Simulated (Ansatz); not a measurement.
Rows from a G0W0 calculation on MoSi2N4/MoSi2N4 (MoSi2N4 type multilayer) (Ansatz 0.2.0; G0W0 on PBEsol, plane waves, PAW; 6×6×1 mesh, 114 empty bands, screening to 25 eV), in eV. Spin-orbit coupling is left out.

```
row                      k  band   start       Σx  Σc at the solution      Vxc
  A  (0.333, 0.333, 0.000)    v1  -5.788  -20.900               1.775  -20.028
  B                      Γ    c3  -2.557  -15.176              -3.417  -20.204
  C  (0.333, 0.333, 0.000)    c1  -3.648  -17.138              -2.807  -21.566
  D                      Γ    c1  -2.558  -15.169              -3.417  -20.198
  E                      Γ    v2  -5.447  -20.994               1.813  -19.989
  F                      Γ    v1  -5.325  -21.145               1.886  -20.059
```

Question: Work out each quasiparticle level and how far it moved.

The quasiparticle equation reads E = start + Σx + Σc(E) − Vxc.

```
row  E (eV)  shift (eV)
  A  -4.885      +0.903
  B  -0.946      +1.611
  C  -2.026      +1.621
  D  -0.947      +1.611
  E  -4.639      +0.808
  F  -4.524      +0.800
```

The gap over the computed points goes from 1.68 eV to 2.50 eV.

Limits: not at the basis limit; coarse mesh for a sheet; no spin-orbit coupling.

[Paths, hosts, dates, memory and timing lines, banners, echoed tables and standing remarks are left out of the program output.]

[Logs are printed without paths, hosts, clocks, repeated set-up lines and the standing remarks that a program may print on its own settings, such as how far it seeks lower states.]

[Runs of the session that timed out or met a known fault of the program may be left out.]

[Cells called generated may have been cut or substituted from an entry of the Crystallography Open Database or the Materials Project.]

[Hosts, paths, dates, database ids (printed as entryN), source tags and the programs' standing remarks are cut or masked in the printed files.]
